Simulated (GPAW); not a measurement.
## La2O3 (P-3m1): the La L₃ absorption edge

Aim: the dependence of the La L₃ near-edge features of La2O3 (P-3m1) on volume.

Main program and level: GPAW 26.7.0; X-ray absorption from dipole matrix elements to empty bands, plane-wave PAW LDA, without spin-orbit coupling.

### Step 1. Set-up

The structure is trigonal, space group P-3m1 (No. 164). Conventional cell: a = 3.931 Å, b = 3.931 Å, c = 6.112 Å, α = 90.00°, β = 90.00°, γ = 120.00°. Nearest to La lie 7 O at 2.36 to 2.72 Å. Nearest to O lie 6 La at 2.72 Å. Nearest to O lie 4 La at 2.36 to 2.44 Å. Farther neighbours and most contacts between anions are not listed.

Coordinates:

```xyz
5
Lattice="3.9308 0.0000 0.0000 -1.9654 3.4042 0.0000 0.0000 0.0000 6.1120" Properties=species:S:1:pos:R:3 pbc="T T T"
La    0.0000    2.2694    1.5050
La    1.9654    1.1347    4.6070
O     0.0000    0.0000    0.0000
O     0.0000    2.2694    3.9477
O     1.9654    1.1347    2.1643
```

### Step 2. The field without a hole

The ground state comes first: it tells whether the system has a gap, which decides how the excited electron is treated.

scf.py reads:

```python
import numpy as np
from ase import Atoms
from ase.parallel import parprint, paropen
from gpaw import GPAW, PW, FermiDirac, Mixer, MixerDif, setup_paths
from gpaw.test import gen
setup_paths.insert(0, '.')
gen('La', name='nch2p', xcname='LDA', corehole=(2, 1, 0), write_xml=True)
from gpaw.mpi import world
world.barrier()

atoms = Atoms('La2O3',
    cell=[[3.93077788, 0, 0],
     [-1.96538894, 3.4041535, 0],
     [0, 0, 6.11195352]],
    scaled_positions=[[0.33333333, 0.66666667, 0.24623568],
     [0.66666667, 0.33333333, 0.75376432],
     [0, 0, 0],
     [0.33333333, 0.66666667, 0.64589065],
     [0.66666667, 0.33333333, 0.35410935]],
    pbc=True)
atoms.calc = calc = GPAW(legacy_gpaw=True, mode=PW(500, force_complex_dtype=True), xc='LDA', setups={0: 'nch2p'},
    kpts={'size': (7, 7, 4), 'gamma': True}, occupations=FermiDirac(0.05),
    charge=0, mixer=Mixer(0.1, 5, 50), maxiter=150,
    convergence={'density': 0.0001, 'eigenstates': 1e-6}, txt='scf.txt')
energy = atoms.get_potential_energy() + calc.get_reference_energy()
ef = calc.get_fermi_level()
out = dict(energy=energy, fermi=ef, forces=atoms.get_forces().tolist())
parprint(f'all-electron energy {energy:.4f} eV, Fermi level {ef:.4f} eV')
ev = np.array([[calc.get_eigenvalues(k, s) for k in range(len(calc.get_ibz_k_points()))] for s in range(calc.get_number_of_spins())])
out['homo'], out['lumo'], out['counts'] = ev[ev < ef].max(), ev[ev > ef].min(), sorted(set((ev < ef).sum((0, 2)).tolist()))
out['filled'] = (ev[:, 0] < ef).sum(1).tolist()
import json
with paropen('out.json', 'w') as f:
    json.dump(out, f)
```

Run with:

```bash
$ OMP_NUM_THREADS=1 mpirun -n 4 gpaw python scf.py
```

Numbers of over 12 decimals in the logs are rounded to 6 here.

What it wrote:

```text
Input parameters:
  convergence: {density: 0.0001,
                eigenstates: 1e-06}
  kpts: {gamma: True,
         size: (7, 7, 4)}
  maxiter: 150
  mixer: {backend: pulay,
          beta: 0.1,
          method: separate,
          nmaxold: 5,
          weight: 50}
  mode: {ecut: 500.0,
         force_complex_dtype: True,
         name: pw}
  occupations: {fixmagmom: False,
                name: fermi-dirac,
                width: 0.05}
  setups: {0: nch2p}

Initialize ...

[... PAW data sets ...]

Reference energy: -467850.033543  # eV

Spin-paired calculation

[... convergence settings ...]
Symmetries present (total): 6
  [... symmetry matrices ...]

196 k-points: 7 x 7 x 4 Monkhorst-Pack grid + [0.000000,0.000000,1/8]
28 k-points in the irreducible part of the Brillouin zone
       k-points in crystal coordinates                weights
   0:     0.00000000    0.00000000    0.00000000          1/196
   1:     0.00000000    0.00000000    0.25000000          2/196
   2:     0.00000000    0.00000000    0.50000000          1/196
   3:     0.14285714    0.00000000   -0.25000000          6/196
   4:     0.14285714    0.00000000    0.00000000          6/196
   5:     0.14285714    0.00000000    0.25000000          6/196
   6:     0.14285714    0.00000000    0.50000000          6/196
   7:     0.28571429   -0.14285714    0.00000000          6/196
   8:     0.28571429   -0.14285714    0.25000000         12/196
   9:     0.28571429   -0.14285714    0.50000000          6/196
          ...
  27:     0.42857143    0.42857143    0.50000000          6/196

Wave functions: Plane wave expansion
  Cutoff energy: 500.000 eV
  Number of coefficients (min, max): 2057, 2098
  Pulay-stress correction: 0.000000 eV/Ang^3 (de/decut=0.000000)
  Using FFTW library
  Wavefunction extrapolation:
    Improved wavefunction reuse through dual PAW basis

Occupation numbers: Fermi-Dirac:
  width: 0.0500  # eV

Eigensolver
   Davidson(niter=2)

Densities:
  Coarse grid: 21*21*32 grid
  Fine grid: 42*42*64 grid
  Total Charge: 0.000000

Density mixing:
  Method: separate
  Backend: pulay
  Linear mixing parameter: 0.1
  old densities: 5
  Width of damping distribution: 1.1
  Damping of long wavelength oscillations: 50

[... Hamiltonian set-up ...]
Number of atoms: 5
Number of atomic orbitals: 42
Number of bands in calculation: 28
Number of valence electrons: 40
Bands to converge: occupied

... initialized

Initializing position-dependent things.

Density initialized from atomic densities
Creating initial wave functions:
  28 bands from LCAO basis set

         O   La

         La  O

       O

Atomic positions and initial magnetic moments

Positions:
   0 La    -0.000000    2.269436    1.504981    ( 0.0000,  0.0000,  0.0000)
   1 La     1.965389    1.134718    4.606972    ( 0.0000,  0.0000,  0.0000)
   2 O      0.000000    0.000000    0.000000    ( 0.0000,  0.0000,  0.0000)
   3 O     -0.000000    2.269436    3.947654    ( 0.0000,  0.0000,  0.0000)
   4 O      1.965389    1.134718    2.164300    ( 0.0000,  0.0000,  0.0000)

Unit cell:
           periodic     x           y           z      points  spacing
  1. axis:    yes    3.930778    0.000000    0.000000    21     0.1621
  2. axis:    yes   -1.965389    3.404154    0.000000    21     0.1621
  3. axis:    yes    0.000000    0.000000    6.111954    32     0.1910

  Lengths:   3.930778   3.930778   6.111954
  Angles:   90.000000  90.000000 120.000000

Effective grid spacing dv^(1/3) = 0.1796

iter:   1   -48.820644
iter:   2   -46.226936   -0.47  -0.88
iter:   3   -44.246813   +0.14  -0.99
iter:   4   -44.386148   -1.11  -1.34
iter:   5   -44.375214   -1.76  -1.42
iter:   6   -44.300173   -0.66  -1.74
iter:   7   -44.246895   -1.41  -1.91
iter:   8   -44.247946   -2.02  -2.41
iter:   9   -44.248738c  -2.57  -2.58
iter:  10   -44.247463c  -2.60  -2.56
iter:  11   -44.246869c  -3.55  -2.91
iter:  12   -44.246865c  -3.65  -3.09
iter:  13   -44.246895c  -4.18  -3.23
iter:  14   -44.246829c  -4.04  -3.24
iter:  15   -44.246821c  -4.77  -3.64
iter:  16   -44.246900c  -4.24  -3.71
iter:  17   -44.246851c  -5.25  -3.32
iter:  18   -44.246809c  -4.54  -3.45
iter:  19   -44.246813c  -5.15  -4.30c
iter:  20   -44.246811c  -5.86  -4.14c
iter:  21   -44.246811c  -6.38c -4.59c

Converged after 21 iterations.

Dipole moment: (-0.081883, 0.047275, -0.067256) |e|*Ang

Energy contributions relative to reference atoms: (reference = -467850.033543)

Kinetic:        +40.170932
Potential:      -38.925155
External:        +0.000000
XC:             -44.904539
Entropy (-ST):   -0.000000
Local:           -0.588050
SIC:             +0.000000
--------------------------
Free energy:    -44.246811
Extrapolated:   -44.246811

Showing only first 2 kpts
 Kpt  Band  Eigenvalues  Occupancy
  0    18      7.59316    2.00000
  0    19      7.86349    2.00000
  0    20     12.30035    0.00000
  0    21     12.52032    0.00000

  1    18      7.63615    2.00000
  1    19      7.63618    2.00000
  1    20     12.53756    0.00000
  1    21     12.64804    0.00000

Fermi level: 9.30195

Gap: 3.824 eV
Transition (v -> c):
  (s=0, k=21, n=19, [0.43, 0.00, 0.50]) -> (s=0, k=22, n=20, [0.43, 0.29, 0.00])
Direct/indirect transitions are different
Direct gap: 3.966 eV
Transition at: (s=0, k=22, n=19, [0.43, 0.29, 0.00])

Forces in eV/Ang:
  0 La   -0.00000   -0.00000    0.02971
  1 La    0.00000   -0.00000   -0.18515
  2 O     0.00000    0.00000   -0.16128
  3 O     0.00000    0.00000    0.16550
  4 O    -0.00000    0.00000    0.15544
Scalar-relativistic atomic LDA calculation for La (Lanthanum, Z=57)
Core hole in 2p state (2p occupation: 6.0)
900 radial gridpoints.
|------------------------------------------------|
|------------------------------------------------|
[... the atom generator's iteration count ...]

Energy contributions:
-------------------------
Kinetic:    +8961.894385
XC:          -196.597652
Potential: -17248.057818
-------------------------
Total:      -8482.761085

state      eigenvalue         ekin         rmax
-----------------------------------------------
1s^2.0 : -1420.878060  1824.587568        0.016
2s^2.0 :  -226.309892   385.551451        0.091
2p^6.0 :  -203.128559   359.304706        0.073
3s^2.0 :   -48.391937   114.917104        0.261
3p^6.0 :   -40.963639   106.006970        0.255
3d^10.0:   -30.198267    97.249962        0.210
4s^2.0 :    -9.758543    34.978109        0.608
4p^6.0 :    -7.336477    30.541930        0.635
4d^10.0:    -3.816230    23.959327        0.672
5s^2.0 :    -1.434450     7.834268        1.405
5p^6.0 :    -0.826369     5.791865        1.583
5d^1.0 :    -0.117867     2.187025        2.236
6s^2.0 :    -0.140036     1.002321        3.764
-----------------------------------------------
(units: Bohr and Hartree)

Generating PAW setup
Kinetic energy of the core from tauc = 9250.729520479756
Cutoffs:
rc(s)=2.300
rc(p)=2.000
rc(d)=1.900
rc(vbar)=1.710
rc(comp)=1.900
rc(nct)=2.300

Kinetic energy of the core states: 8907.282992
Charge: 0.0
Core electrons: 46.0
Valence electrons: 11.0
Pseudo-core charge: 0.295028
Shape function alpha=2.770
Pseudo-electron charge 12.796179
state    eigenvalue         norm
--------------------------------
5s(2) :    -1.434450     1.417622
6s(2) :    -0.140036     1.051500
5p(6) :    -0.826369     1.094764
*p    :     0.173631
5d(1) :    -0.117867     0.994321
*d    :     0.882133
--------------------------------

Diagonalizing with gridspacing h=0.050

state   all-electron     PAW
-------------------------------
5s:      -1.434450    -1.435315
5p:      -0.826369    -0.827266
5d:      -0.117867    -0.118176
*f:                    0.054381
-------------------------------
all-electron energy -467894.2804 eV, Fermi level 9.3019 eV
```

The job ended after 17 s (4 MPI ranks of AMD EPYC 7B13 (Zen 3), shared host; peak memory 0.22 GiB).

The mesh shows a gap of 3.82 eV, so the hole is first treated in a charged cell, without the excited electron.

### Step 3. Reference energy of the supercell

The photon energy needs a difference of total energies, so the cell and mesh of the coming hole run are first run without a hole.

Changes to scf.py since step 2:

```diff
@@ -10,14 +10,24 @@
 
-atoms = Atoms('La2O3',
-    cell=[[3.93077788, 0, 0],
-     [-1.96538894, 3.4041535, 0],
-     [0, 0, 6.11195352]],
-    scaled_positions=[[0.33333333, 0.66666667, 0.24623568],
-     [0.66666667, 0.33333333, 0.75376432],
+atoms = Atoms('La6O9',
+    cell=[[-5.89616682, 3.4041535, 0],
+     [-5.89616682, -3.4041535, 0],
+     [3.93077788, 0, 6.11195352]],
+    scaled_positions=[[0.41541189, 0.74874523, 0.24623568],
+     [0.74874523, 0.08207856, 0.24623568],
+     [0.08207856, 0.41541189, 0.24623568],
+     [0.25125477, 0.91792144, 0.75376432],
+     [0.58458811, 0.25125477, 0.75376432],
+     [0.91792144, 0.58458811, 0.75376432],
      [0, 0, 0],
-     [0.33333333, 0.66666667, 0.64589065],
-     [0.66666667, 0.33333333, 0.35410935]],
+     [0.33333333, 0.33333333, 0],
+     [0.66666667, 0.66666667, 0],
+     [0.54863022, 0.88196355, 0.64589065],
+     [0.88196355, 0.21529688, 0.64589065],
+     [0.21529688, 0.54863022, 0.64589065],
+     [0.11803645, 0.78470312, 0.35410935],
+     [0.45136978, 0.11803645, 0.35410935],
+     [0.78470312, 0.45136978, 0.35410935]],
     pbc=True)
 atoms.calc = calc = GPAW(legacy_gpaw=True, mode=PW(500, force_complex_dtype=True), xc='LDA', setups={0: 'nch2p'},
-    kpts={'size': (7, 7, 4), 'gamma': True}, occupations=FermiDirac(0.05),
+    kpts={'size': (3, 3, 3), 'gamma': True}, occupations=FermiDirac(0.02),
     charge=0, mixer=Mixer(0.1, 5, 50), maxiter=150,
```

What it wrote:

```text
Input parameters:
  convergence: {density: 0.0001,
                eigenstates: 1e-06}
  kpts: {gamma: True,
         size: (3, 3, 3)}
  maxiter: 150
  mixer: {backend: pulay,
          beta: 0.1,
          method: separate,
          nmaxold: 5,
          weight: 50}
  mode: {ecut: 500.0,
         force_complex_dtype: True,
         name: pw}
  occupations: {fixmagmom: False,
                name: fermi-dirac,
[...]
6s(2) :    -0.140036     1.051500
5p(6) :    -0.826369     1.094764
*p    :     0.173631
5d(1) :    -0.117867     0.994321
*d    :     0.882133
--------------------------------

Diagonalizing with gridspacing h=0.050

state   all-electron     PAW
-------------------------------
5s:      -1.434450    -1.435315
5p:      -0.826369    -0.827266
5d:      -0.117867    -0.118176
*f:                    0.054381
-------------------------------
all-electron energy -1403905.8152 eV, Fermi level 8.7726 eV
[key lines of the parts left out:]
Converged after 33 iterations.
Dipole moment: (-0.105934, -0.053353, -0.067045) |e|*Ang
Free energy:   -133.841620
Fermi level: 8.77263
```

Run time: 90 s. Hardware: 4 MPI ranks; peak memory 0.41 GiB.

Reference energy: -1403905.815 eV with the cores included.

[end of part 1 of 4]

[Banner, clock and machine lines of the logs are left out without a mark of their own.]

[Logs are printed without paths, hosts, clocks, repeated set-up lines and the standing remarks that a program may print on its own settings, such as how far it seeks lower states.]

[Hosts, paths, dates, database ids (printed as entryN), source tags and the programs' standing remarks are cut or masked in the printed files.]

[Lists of maxima count a maximum above −3 eV only where it reaches 4 % of the highest in the window and stands out from its surroundings by 2 % of it (1.5 % where it reaches 55 %); shoulders and weaker maxima are passed over, and of the rest the first, up to two pre-edge ones and the few strongest are named.]
